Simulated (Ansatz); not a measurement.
**ScAl (Pm-3m): the cell at rest**

Wanted: the relaxed cell of ScAl (Pm-3m).

Calculated with Ansatz 0.2.0; DFT LDA, scalar-relativistic, plane waves, PAW.

This is a report of a sequence of runs, with most program output left out.

**1. Starting point**

Symmetry: Pm-3m, No. 221, cubic system. Conventional cell: a = 3.370 Å, b = 3.370 Å, c = 3.370 Å, α = 90.00°, β = 90.00°, γ = 90.00°. Nearest to Sc lie 8 Al at 2.92 Å. Al has 8 Sc at 2.92 Å nearest. Farther neighbours are not listed.

**2. A coarse first look**

First a cheap look: the gap decides the mesh and the occupations, the pressure tells how far the cell has to move.

The input, input.yaml:

```yaml
crystal:
  lattice:
    - [3.37034897, 0.0, 0.0]
    - [0.0, 3.37034897, 0.0]
    - [0.0, 0.0, 3.37034897]
  atoms:
    - { symbol: Sc, position: [0.5, 0.5, 0.5] }
    - { symbol: Al, position: [0.0, 0.0, 0.0] }
kpoints:
  mp_grid: { grid: [6, 6, 6] }
hamiltonian:
  xc: lda
scf:
  occupations: { method: gaussian, width: 0.1 }
output:
  forces: true
  stress: true
  eigenvalues: true
```

Started as:

```bash
$ ansatz run input.yaml --threads 4 --pin off --max-ram 7168MiB --backend cpu --events-out ev --progress --plain --runs-dir out
```

Wall time 1 s (4 threads of Arm Neoverse N1, shared host); peak memory 0.27 GiB.

Numbers from this step:

| Property | Result |
| --- | --- |
| pressure | -4.362 GPa |
| volume per atom | 19.14 Å³ |
| gap on the k-mesh | 0 eV |

The coarse mesh shows no gap and a pressure of -4.4 GPa.

**3. Bringing the structure to rest**

Harmonic phonons are second derivatives at a point where the forces vanish, and they are wanted at zero stress, so atoms and cell are relaxed first.

input.yaml, the sections that differ from step 2:

```yaml
kpoints:
  mp_grid: { grid: [12, 12, 12] }
relax:
  adjacent_minimum: "off"
  f_tol: 0.005
  max_steps: 80
  cell: { stress_tol: 0.05 }
# crystal, hamiltonian, scf, output: as in step 2
```

It took 4.7 s on 4 threads; peak memory 0.35 GiB.

The steps of the relaxation:

```csv
step,energy less that of the first step (eV),largest force component (eV/Å),pressure (GPa),volume (Å³)
1,0.0000,0.0000,-4.37,38.28
2,-0.0149,0.0000,3.77,34.77
3,-0.0305,0.0000,-0.33,36.32
4,-0.0307,0.0000,-0.02,36.19
5*,-0.0304,0.0000,-0.03,36.19
```

Relaxation steps marked * repeat the geometry before them on a plane-wave basis chosen anew for their cell, so energy and pressure can jump there.

Forces are held to the 48 operations that the run works with; a distortion that breaks them can't arise in this run.

```csv
"conventional cell, symmetrised",before,after,change
a (Å),3.370,3.308,-1.9 %
b (Å),3.370,3.308,-1.9 %
c (Å),3.370,3.308,-1.9 %
volume (Å³/atom),19.14,18.09,-5.5 %
```

The relaxed structure:

```
Sc Al
1.0
     3.30770    0.00000    0.00000
     0.00000    3.30770    0.00000
     0.00000    0.00000    3.30770
Sc Al
1 1
Direct
  0.50000 0.50000 0.50000
  0.00000 0.00000 0.00000
```

Numbers from this step:

```yaml
pressure: -0.03301 GPa
volume_per_atom: 18.09 Å³
```

In this step the volume went from 19.14 to 18.09 Å³/atom.

**4. Relaxing to small forces for the phonons**

Phonons need a cell at rest on their own settings, so the relaxation is repeated with tight tolerances on forces and stress on the k mesh and occupations of the first response run.

input.yaml, the sections that differ from step 3:

```yaml
crystal:
  lattice:
    - [3.3076960683, 0.0, 0.0]
    - [0.0, 3.3076960683, 0.0]
    - [0.0, 0.0, 3.3076960683]
  atoms:
    - { symbol: Sc, position: [0.5, 0.5, 0.5] }
    - { symbol: Al, position: [0.0, 0.0, 0.0] }
scf:
  occupations: { method: methfessel_paxton, width: 0.15 }
relax:
  adjacent_minimum: "off"
  f_tol: 0.001
  max_steps: 60
  cell: { stress_tol: 0.01 }
# kpoints, hamiltonian, output: as in step 3
```

The job ended after 4.1 s (4 threads; peak memory 0.35 GiB; 13 s of CPU time).

Little changed from the start: no atom moved by 0.005 Å and no cell edge by 0.1 %.

This step gave:

```
pressure        : -2.27e-4 GPa
volume per atom : 18.08 Å³
```

The forces vanish by symmetry and the pressure is 0.000 GPa, within the tolerances set. The cell now holds 18.08 Å³/atom.

**5. Outcome**

| Quantity | Value |
| --- | --- |
| space group after relaxation (within 0.01 Å) | Pm-3m |
| lattice constant a | 3.307 Å |
| lattice constant b | 3.307 Å |
| lattice constant c | 3.307 Å |
| volume per atom | 18.1 Å³ |

In words: The forces vanish by symmetry and the pressure is 0.000 GPa, within the tolerances set. The cell now holds 18.08 Å³/atom. The relaxation keeps the symmetry of its start, so it says nothing on stability against lower symmetry.

[Logs are printed without paths, hosts, clocks, repeated set-up lines and the standing remarks that a program may print on its own settings, such as how far it seeks lower states.]

[Hosts, paths, dates, database ids (printed as entryN), source tags and the programs' standing remarks are cut or masked in the printed files.]
